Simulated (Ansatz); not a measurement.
# Ca on Pd(111): change of the work function, part 2 of 6

How does Ca on the fcc site change the work function of Pd(111) as the layer fills?

Ansatz 0.2.0; plane-wave DFT, PBE, Ansatz PAW (the session's first sound run).

So far, work function, upper face (eV): step 2 (the clean slab) 5.27.

## 3. Adsorbate added, k-mesh 4×4×1, coverage 0.111 ML

System of this step: Ca/Pd(111). The cell holds 37 atoms: 36 Pd and 1 Ca. Its edges and angles: a = 8.252 Å, b = 8.252 Å, c = 27.745 Å, α = 90.0°, β = 90.0°, γ = 60.0°. Vacuum lies along c.

The clean slab as it ended is repeated in the plane and the adsorbate is set on one face; the cell's size fixes the coverage, and the k-mesh shrinks with it to keep the sampling density about even. Adsorbate and upper layers relax, since the dipole depends on the height.

input.yaml reads:

```yaml
crystal:
  lattice:
    - [8.2519361365, 0.0, 0.0]
    - [4.1259680682, 7.1463863246, 0.0]
    - [0.0, 0.0, 27.7449199801]
  atoms:
    - { symbol: Pd, position: [0.0, 0.0, 0.3243837072] }
    - { symbol: Pd, position: [0.1111111111, 0.1111111111, 0.4053315906] }
    - { symbol: Pd, position: [0.2222222222, 0.2222222222, 0.4880131136] }
    - { symbol: Pd, position: [0.0, 0.0, 0.5710458114] }
    - { symbol: Pd, position: [0.0, 0.3333333333, 0.3243837072] }
    - { symbol: Pd, position: [0.1111111111, 0.4444444444, 0.4053315906] }
    - { symbol: Pd, position: [0.2222222222, 0.5555555556, 0.4880131136] }
    - { symbol: Pd, position: [0.0, 0.3333333333, 0.5710458114] }
    - { symbol: Pd, position: [0.0, 0.6666666667, 0.3243837072] }
    - { symbol: Pd, position: [0.1111111111, 0.7777777778, 0.4053315906] }
    - { symbol: Pd, position: [0.2222222222, 0.8888888889, 0.4880131136] }
    - { symbol: Pd, position: [0.0, 0.6666666667, 0.5710458114] }
    - { symbol: Pd, position: [0.3333333333, 0.0, 0.3243837072] }
    - { symbol: Pd, position: [0.4444444444, 0.1111111111, 0.4053315906] }
    - { symbol: Pd, position: [0.5555555556, 0.2222222222, 0.4880131136] }
    - { symbol: Pd, position: [0.3333333333, 0.0, 0.5710458114] }
    - { symbol: Pd, position: [0.3333333333, 0.3333333333, 0.3243837072] }
    - { symbol: Pd, position: [0.4444444444, 0.4444444444, 0.4053315906] }
    - { symbol: Pd, position: [0.5555555556, 0.5555555556, 0.4880131136] }
    - { symbol: Pd, position: [0.3333333333, 0.3333333333, 0.5710458114] }
    - { symbol: Pd, position: [0.3333333333, 0.6666666667, 0.3243837072] }
    - { symbol: Pd, position: [0.4444444444, 0.7777777778, 0.4053315906] }
    - { symbol: Pd, position: [0.5555555556, 0.8888888889, 0.4880131136] }
    - { symbol: Pd, position: [0.3333333333, 0.6666666667, 0.5710458114] }
    - { symbol: Pd, position: [0.6666666667, 0.0, 0.3243837072] }
    - { symbol: Pd, position: [0.7777777778, 0.1111111111, 0.4053315906] }
    - { symbol: Pd, position: [0.8888888889, 0.2222222222, 0.4880131136] }
    - { symbol: Pd, position: [0.6666666667, 0.0, 0.5710458114] }
    - { symbol: Pd, position: [0.6666666667, 0.3333333333, 0.3243837072] }
    - { symbol: Pd, position: [0.7777777778, 0.4444444444, 0.4053315906] }
    - { symbol: Pd, position: [0.8888888889, 0.5555555556, 0.4880131136] }
    - { symbol: Pd, position: [0.6666666667, 0.3333333333, 0.5710458114] }
    - { symbol: Pd, position: [0.6666666667, 0.6666666667, 0.3243837072] }
    - { symbol: Pd, position: [0.7777777778, 0.7777777778, 0.4053315906] }
    - { symbol: Pd, position: [0.8888888889, 0.8888888889, 0.4880131136] }
    - { symbol: Pd, position: [0.6666666667, 0.6666666667, 0.5710458114] }
    - { symbol: Ca, position: [0.1111111111, 0.1111111111, 0.6756162928] }
kpoints:
  mp_grid: { grid: [4, 4, 1] }
hamiltonian:
  xc: pbe
scf:
  occupations: { method: fermi_dirac, width: 0.1 }
  convergence: { dr2_threshold: 1.0e-08 }
efield:
  axis: 3
  dipole_correction: true
  ramp_position: 0.97
  ramp_width: 0.06
relax:
  f_tol: 0.02
  max_steps: 60
  constraints:
    - { sites: [0, 1, 4, 5, 8, 9, 12, 13, 16, 17, 20, 21, 24, 25, 28, 29, 32, 33] }
output:
  bader: true
  write_potential: true
  write_density: true
  volumetric_format: npy
```

Started as:

```bash
ansatz run input.yaml --threads 4 --pin off --max-ram 12288MiB --backend cpu --events-out ev --progress --plain --runs-dir out
```

Numbers of over 12 decimals in the logs are rounded to 6 here.

Log:

```text
[...]
Crystal: 37 atoms, lattice volume = 1636.160 Å³
Basis set: ecut = 420 eV, 31947 PW (Γ), exchange–correlation on 120×120×384 points (8 copies of the dense FFT grid, shifted against one another)
Bands: 395, of which v1, the nominal top of the filled ones, is band 329 counted from 1 (328 counted from 0)
Symmetry: 6 space group operations
[...]
k-points: 4 of 16 (time reversal used)
[...]
SCF iter   1: F=—  HF=-252831.960023 eV  |F-HF|=—  |Δ(HF+E_count)|=         —  Δρ=9.56e-3  dr2=1.24e1  ethr=1.77e-3  p=0.809 e·Å  D=8.94e-2 V/Å  ΔV_dip=-2.48 eV  dr2_dipole=2.93e-2  V_vac-E_F(+/−)=2.41/4.90 eV  ⟨swp⟩=7.5  Hψ=6916  notcnv=0  defer=83
[...]
SCF iter  14: F=-252831.699089 eV  HF=-252831.699089 eV  |F-HF|=2.07e-8  |Δ(HF+E_count)|=   5.91e-9  Δρ=3.62e-7  dr2=5.80e-9  ethr=1.52e-12  p=0.851 e·Å  D=9.41e-2 V/Å  ΔV_dip=-2.61 eV  dr2_dipole=3.47e-11  V_vac-E_F(+/−)=2.64/5.25 eV  ⟨swp⟩=8.0  Hψ=9136  notcnv=0
SCF 1 converged in 14 iterations: F = -252831.699089 eV  dr2 = 5.80e-9
[...]
relax step   1: F+E_penalty+E_count = -252831.69908906 eV  Δ(F+E_penalty+E_count) = +0.000e0 eV  max|allowed force component| = 2.135e0 eV/Å  Δτ_max = 0.0000 Å  (14 SCF iters, accepted)
[...]
SCF iter  12: F=-252832.164887 eV  HF=-252832.164887 eV  |F-HF|=7.51e-9  |Δ(HF+E_count)|=   2.89e-8  Δρ=3.77e-7  dr2=5.48e-9  ethr=1.52e-12  p=0.905 e·Å  D=1.00e-1 V/Å  ΔV_dip=-2.78 eV  dr2_dipole=1.69e-10  V_vac-E_F(+/−)=2.47/5.25 eV  ⟨swp⟩=8.2  Hψ=9055  notcnv=0
SCF 2 converged in 12 iterations: F = -252832.164887 eV  dr2 = 5.48e-9
[...]
relax step   2: F+E_penalty+E_count = -252832.16488701 eV  Δ(F+E_penalty+E_count) = -4.658e-1 eV  max|allowed force component| = 2.066e0 eV/Å  Δτ_max = 0.1948 Å  (12 SCF iters, accepted)
SCF iter   1: F=—  HF=-252832.597168 eV  |F-HF|=—  |Δ(HF+E_count)|=         —  Δρ=2.42e-3  dr2=3.11e-1  ethr=3.35e-4  p=0.905 e·Å  D=1.00e-1 V/Å  ΔV_dip=-2.78 eV  dr2_dipole=6.56e-2  V_vac-E_F(+/−)=2.48/5.26 eV  ⟨swp⟩=7.0  Hψ=5427  notcnv=0  defer=113
[...]
SCF iter  13: F=-252832.577136 eV  HF=-252832.577136 eV  |F-HF|=1.16e-9  |Δ(HF+E_count)|=   2.05e-8  Δρ=1.71e-7  dr2=8.83e-10  ethr=1.52e-12  p=0.932 e·Å  D=1.03e-1 V/Å  ΔV_dip=-2.86 eV  dr2_dipole=1.04e-12  V_vac-E_F(+/−)=2.39/5.25 eV  ⟨swp⟩=7.8  Hψ=8587  notcnv=0
SCF 3 converged in 13 iterations: F = -252832.577136 eV  dr2 = 8.83e-10
relax step   3: F+E_penalty+E_count = -252832.57713562 eV  Δ(F+E_penalty+E_count) = -4.122e-1 eV  max|allowed force component| = 1.573e0 eV/Å  Δτ_max = 0.1954 Å  (13 SCF iters, accepted)
[...]
relax step   4: F+E_penalty+E_count = -252832.80449989 eV  Δ(F+E_penalty+E_count) = -2.274e-1 eV  max|allowed force component| = 5.875e-1 eV/Å  Δτ_max = 0.1910 Å  (13 SCF iters, accepted)
[...]
relax step   5: F+E_penalty+E_count = -252832.86937779 eV  Δ(F+E_penalty+E_count) = -6.488e-2 eV  max|allowed force component| = 1.200e-1 eV/Å  Δτ_max = 0.1673 Å  (14 SCF iters, accepted)
[...]
relax step   6: F+E_penalty+E_count = -252832.87290414 eV  Δ(F+E_penalty+E_count) = -3.526e-3 eV  max|allowed force component| = 3.757e-2 eV/Å  Δτ_max = 0.0096 Å  (10 SCF iters, accepted)
[...]
relax step   7: F+E_penalty+E_count = -252832.87297393 eV  Δ(F+E_penalty+E_count) = -6.979e-5 eV  max|allowed force component| = 2.218e-2 eV/Å  Δτ_max = 0.0049 Å  (8 SCF iters, accepted)
SCF iter   1: F=—  HF=-252832.870746 eV  |F-HF|=—  |Δ(HF+E_count)|=         —  Δρ=5.75e-5  dr2=1.05e-4  ethr=1.88e-7  p=0.842 e·Å  D=9.31e-2 V/Å  ΔV_dip=-2.58 eV  dr2_dipole=3.15e-5  V_vac-E_F(+/−)=2.67/5.26 eV  ⟨swp⟩=2.5  Hψ=2715  notcnv=0  defer=139
[...]
SCF iter   7: F=-252832.873039 eV  HF=-252832.873039 eV  |F-HF|=1.91e-8  |Δ(HF+E_count)|=   1.23e-7  Δρ=4.44e-7  dr2=8.41e-9  ethr=1.52e-12  p=0.843 e·Å  D=9.32e-2 V/Å  ΔV_dip=-2.59 eV  dr2_dipole=8.41e-10  V_vac-E_F(+/−)=2.67/5.26 eV  ⟨swp⟩=7.5  Hψ=9867  notcnv=0
SCF 8 converged in 7 iterations: F = -252832.873039 eV  dr2 = 8.41e-9
relax step   8: F+E_penalty+E_count = -252832.87303926 eV  Δ(F+E_penalty+E_count) = -6.533e-5 eV  max|allowed force component| = 3.209e-4 eV/Å  Δτ_max = 0.0018 Å  (7 SCF iters, accepted)
NSCF: frozen V_eff on 4 k-points
[...]
SCF converged after 7 iterations
Free energy (F): -252832.873039 eV
[...]
Internal energy: -252830.521802 eV  (E = F + TS)
E sigma→0 (E₀):  -252831.697420 eV
Entropy (-TS):   -2.351238 eV (-63.547 meV/atom)
Fermi energy:    3.967064 eV
Dipole field:    D = 0.093208 V/Å  (p = 0.842782 e·Å, saw-weighted, corrected)
Work function:   Φ+ = 2.6710 eV   Φ− = 5.2570 eV
[...]
--- Forces (eV/Å), atoms counted from 1 ---
  atom   1  Pd     0.00961307     0.00555011    -0.31054049
  atom   2  Pd     0.00000000     0.00000000     0.34575285
  atom   3  Pd     0.00004192     0.00002420    -0.00018179
  atom   4  Pd    -0.00027793    -0.00016046     0.00019211
  atom   5  Pd     0.00000000    -0.01110022    -0.31054049
  atom   6  Pd     0.02175364     0.01368845     0.31336012
  atom   7  Pd     0.00001347    -0.00000777    -0.00023475
  atom   8  Pd    -0.00000000     0.00032092     0.00019211
  atom   9  Pd     0.00473324    -0.00273274    -0.30050851
  atom  10  Pd    -0.00097773    -0.02568343     0.31336012
  atom  11  Pd     0.00000000    -0.00004840    -0.00018179
  atom  12  Pd    -0.00008432     0.00004868    -0.00013127
  atom  13  Pd    -0.00961307     0.00555011    -0.31054049
  atom  14  Pd     0.02273137     0.01199498     0.31336012
  atom  15  Pd    -0.00000000     0.00001555    -0.00023475
  atom  16  Pd     0.00027793    -0.00016046     0.00019211
  atom  17  Pd    -0.00033486    -0.00019333    -0.30782649
  atom  18  Pd     0.00000000     0.00000000     0.40729665
  atom  19  Pd    -0.00001347    -0.00000777    -0.00023475
  atom  20  Pd    -0.00013735    -0.00007930     0.00009113
  atom  21  Pd    -0.00000000     0.00038667    -0.30782649
  atom  22  Pd     0.00097773    -0.02568343     0.31336012
  atom  23  Pd     0.00020182    -0.00011652    -0.00001410
  atom  24  Pd    -0.00000000     0.00015859     0.00009113
  atom  25  Pd    -0.00000000     0.00546547    -0.30050851
  atom  26  Pd    -0.02273137     0.01199498     0.31336012
  atom  27  Pd    -0.00004192     0.00002420    -0.00018179
  atom  28  Pd     0.00000000    -0.00009736    -0.00013127
  atom  29  Pd     0.00033486    -0.00019333    -0.30782649
  atom  30  Pd    -0.02175364     0.01368845     0.31336012
  atom  31  Pd    -0.00000000     0.00023304    -0.00001410
  atom  32  Pd     0.00013735    -0.00007930     0.00009113
  atom  33  Pd    -0.00473324    -0.00273274    -0.30050851
  atom  34  Pd     0.00000000     0.00000000     0.12433683
  atom  35  Pd    -0.00020182    -0.00011652    -0.00001410
  atom  36  Pd     0.00008432     0.00004868    -0.00013127
  atom  37  Ca    -0.00000000     0.00000000    -0.00003966
  max |Σ_I F_I| component: 4.50e-5 eV/Å
--- Band table (eV) ---
  k-point 0: bands = [... 325 lower, 3.6450, 3.7011, 3.7011, 3.7276, 3.7282, 3.7356, 3.7356, 3.7594, ... 62 higher]
  k-point 1: bands = [... 325 lower, 3.8157, 3.8185, 3.8424, 3.8622, 3.8970, 3.9563, 3.9588, 3.9794, ... 62 higher]
  k-point 2: bands = [... 325 lower, 3.9104, 3.9198, 3.9293, 3.9356, 4.0005, 4.0344, 4.1150, 4.1228, ... 62 higher]
  k-point 3: bands = [... 325 lower, 3.9065, 3.9299, 3.9727, 3.9822, 3.9980, 4.0097, 4.0195, 4.1229, ... 62 higher]
--- Relaxed structure (8 steps of the walk, 8 accepted, 0 SCFs on fresh bases) ---
  F+E_penalty+E_count = -252832.87303926 eV   max|allowed force component| = 3.209e-4 eV/Å
  atoms:
    - { symbol: Pd, position: [1.1111113280699722e-11, 1.1111113280699722e-11, 0.3243837072] }
    - { symbol: Pd, position: [0.111111, 0.111111, 0.405332] }
    - { symbol: Pd, position: [0.222646, 0.222646, 0.488089] }
    - { symbol: Pd, position: [-0.00221609, -0.00221609, 0.570951] }
    - { symbol: Pd, position: [1.1111084274872951e-11, 0.333333, 0.3243837072] }
    - { symbol: Pd, position: [0.111111, 0.444444, 0.405332] }
    - { symbol: Pd, position: [0.222597, 0.555368, 0.488919] }
    - { symbol: Pd, position: [-0.00221609, 0.337766, 0.570951] }
    - { symbol: Pd, position: [-2.2222224060897133e-11, 0.666667, 0.3243837072] }
    - { symbol: Pd, position: [0.111111, 0.777778, 0.405332] }
    - { symbol: Pd, position: [0.222646, 0.888040, 0.488089] }
    - { symbol: Pd, position: [-9.107759091842027e-5, 0.666712, 0.572060] }
    - { symbol: Pd, position: [0.333333, 1.1111113280699722e-11, 0.3243837072] }
    - { symbol: Pd, position: [0.444444, 0.111111, 0.405332] }
    - { symbol: Pd, position: [0.555368, 0.222597, 0.488919] }
    - { symbol: Pd, position: [0.337766, -0.00221609, 0.570951] }
    - { symbol: Pd, position: [0.333333, 0.333333, 0.3243837072] }
    - { symbol: Pd, position: [0.444444, 0.444444, 0.405332] }
    - { symbol: Pd, position: [0.555368, 0.555368, 0.488919] }
    - { symbol: Pd, position: [0.333122, 0.333122, 0.573068] }
    - { symbol: Pd, position: [0.333333, 0.666667, 0.3243837072] }
    - { symbol: Pd, position: [0.444444, 0.777778, 0.405332] }
    - { symbol: Pd, position: [0.556724, 0.888305, 0.487874] }
    - { symbol: Pd, position: [0.333122, 0.667089, 0.573068] }
    - { symbol: Pd, position: [0.666667, -2.2222204306928902e-11, 0.3243837072] }
    - { symbol: Pd, position: [0.777778, 0.111111, 0.405332] }
    - { symbol: Pd, position: [0.888040, 0.222646, 0.488089] }
    - { symbol: Pd, position: [0.666712, -9.107759091839022e-5, 0.572060] }
    - { symbol: Pd, position: [0.666667, 0.333333, 0.3243837072] }
    - { symbol: Pd, position: [0.777778, 0.444444, 0.405332] }
    - { symbol: Pd, position: [0.888305, 0.556724, 0.487874] }
    - { symbol: Pd, position: [0.667089, 0.333122, 0.573068] }
    - { symbol: Pd, position: [0.666667, 0.666667, 0.3243837072] }
    - { symbol: Pd, position: [0.777778, 0.777778, 0.405332] }
    - { symbol: Pd, position: [0.888305, 0.888305, 0.487874] }
    - { symbol: Pd, position: [0.666712, 0.666712, 0.572060] }
    - { symbol: Ca, position: [0.111111, 0.111111, 0.648339] }
--- Bader charges: 37 sites ---
  site symbol  charge [e]  shift [e]
     0     Pd     -0.0288     0.0000
     1     Pd      0.0319     0.0000
     2     Pd      0.0126     0.0000
     3     Pd     -0.2918     0.0000
     4     Pd     -0.0287     0.0000
     5     Pd      0.0309     0.0000
     6     Pd      0.0226     0.0000
     7     Pd     -0.2917     0.0000
     8     Pd     -0.0270     0.0000
     9     Pd      0.0309     0.0000
    10     Pd      0.0126     0.0000
    11     Pd     -0.0734     0.0000
    12     Pd     -0.0288     0.0000
    13     Pd      0.0309     0.0000
    14     Pd      0.0226     0.0000
    15     Pd     -0.2917     0.0000
    16     Pd     -0.0301     0.0000
    17     Pd      0.0310     0.0000
    18     Pd      0.0226     0.0000
    19     Pd     -0.1079     0.0000
    20     Pd     -0.0301     0.0000
    21     Pd      0.0309     0.0000
    22     Pd      0.0161     0.0000
    23     Pd     -0.1079     0.0000
    24     Pd     -0.0270     0.0000
    25     Pd      0.0309     0.0000
    26     Pd      0.0126     0.0000
    27     Pd     -0.0734     0.0000
    28     Pd     -0.0301     0.0000
    29     Pd      0.0309     0.0000
    30     Pd      0.0161     0.0000
    31     Pd     -0.1079     0.0000
    32     Pd     -0.0270     0.0000
    33     Pd      0.0323     0.0000
    34     Pd      0.0161     0.0000
    35     Pd     -0.0734     0.0000
    36     Ca      1.2423     0.0000
  estimated error of the sums over rays = 2.1e-4 e
```

Wall time 24 min (4 threads of Arm Neoverse V1, shared host); peak memory 8.7 GiB; 71 min of CPU time.

The steps of the relaxation:

```
step  energy less that of the first step (eV)  largest force component (eV/Å)
   1                                   0.0000                          2.1346
   2                                  -0.4658                          2.0662
   3                                  -0.8780                          1.5729
   4                                  -1.1054                          0.5875
   5                                  -1.1703                          0.1200
   6                                  -1.1738                          0.0376
   7                                  -1.1739                          0.0222
   8                                  -1.1739                          0.0003
```

Forces are held to the 6 operations that the run works with; a distortion that breaks them can't arise in this run.

The atoms that moved most (Å):

```
atom      dx      dy      dz  length
Ca37   0.000   0.000  -0.757   0.757
Pd32   0.003  -0.002   0.056   0.056
Pd24   0.000   0.003   0.056   0.056
Pd20  -0.003  -0.002   0.056   0.056
 Pd8   0.000   0.032  -0.003   0.032
Pd16   0.027  -0.016  -0.003   0.032
 Pd4  -0.027  -0.016  -0.003   0.032
Pd36   0.001   0.000   0.028   0.028
```

Final coordinates:

```xyz
37
Lattice="8.2519 0.0000 0.0000 4.1260 7.1464 0.0000 0.0000 0.0000 27.7449" Properties=species:S:1:pos:R:3
Pd    0.0000    0.0000    9.0000
Pd    1.3753    0.7940   11.2459
Pd    2.7559    1.5911   13.5420
Pd   -0.0274   -0.0158   15.8410
Pd    1.3753    2.3821    9.0000
Pd    2.7506    3.1762   11.2459
Pd    4.1283    3.9689   13.5650
Pd    1.3753    2.4138   15.8410
Pd    2.7506    4.7643    9.0000
Pd    4.1260    5.5583   11.2459
Pd    5.5013    6.3463   13.5420
Pd    2.7501    4.7646   15.8718
Pd    2.7506    0.0000    9.0000
Pd    4.1260    0.7940   11.2459
Pd    5.5013    1.5908   13.5650
Pd    2.7781   -0.0158   15.8410
Pd    4.1260    2.3821    9.0000
Pd    5.5013    3.1762   11.2459
Pd    6.8743    3.9689   13.5650
Pd    4.1234    2.3806   15.8997
Pd    5.5013    4.7643    9.0000
Pd    6.8766    5.5583   11.2459
Pd    8.2592    6.3482   13.5360
Pd    5.5013    4.7673   15.8997
Pd    5.5013    0.0000    9.0000
Pd    6.8766    0.7940   11.2459
Pd    8.2467    1.5911   13.5420
Pd    5.5013   -0.0007   15.8718
Pd    6.8766    2.3821    9.0000
Pd    8.2519    3.1762   11.2459
Pd    9.6273    3.9786   13.5360
Pd    6.8792    2.3806   15.8997
Pd    8.2519    4.7643    9.0000
Pd    9.6273    5.5583   11.2459
Pd   10.9953    6.3482   13.5360
Pd    8.2525    4.7646   15.8718
Ca    1.3753    0.7940   17.9881
```

This step gave:

```yaml
energy_at_zero_smearing: -252831.6974 eV
work_function_upper_face: 2.671 eV
work_function_lower_face: 5.257 eV
dipole_along_the_normal: 0.8428 e·Å
step_between_the_vacuum_levels: -2.586 eV
```

Running mean over 2.246 Å of the planar mean; the ramp of the sawtooth is left out. Table of electron's electrostatic potential energy less the Fermi level by z:

```
z (Å)  electron's electrostatic potential energy less the Fermi level (eV)
    4                                                                 5.26
    5                                                                 5.25
    6                                                                 5.20
    7                                                                 4.39
    8                                                                -3.10
    9                                                                -8.25
   10                                                                -8.48
   11                                                                -8.55
   12                                                                -8.17
   13                                                                -8.29
   14                                                                -8.23
   15                                                                -7.80
   16                                                                -8.19
   17                                                                -3.07
   18                                                                 1.89
   19                                                                 2.10
   20                                                                 2.59
   21                                                                 2.66
   22                                                                 2.67
   23                                                                 2.67
   24                                                                 2.67
```

The relaxation took 8 steps and lowered the energy by 1.2 eV; the largest force on the free atoms ends at 3.2e-4 eV/Å.

The covered face has 2.67 eV, -2.60 eV against the clean one; the bare back face has moved by +0.01 eV, a measure of how thin the slab is.

(Part 2 of 6 ends here.)

[Logs are printed without paths, hosts, clocks, repeated set-up lines and the standing remarks that a program may print on its own settings, such as how far it seeks lower states.]

[Hosts, paths, dates, database ids (printed as entryN), source tags and the programs' standing remarks are cut or masked in the printed files.]

[Maps of the electrostatic potential energy from Ansatz leave out the sawtooth potential of an applied field or a dipole correction, so their vacuum need not be flat; planar profiles and work functions include it.]
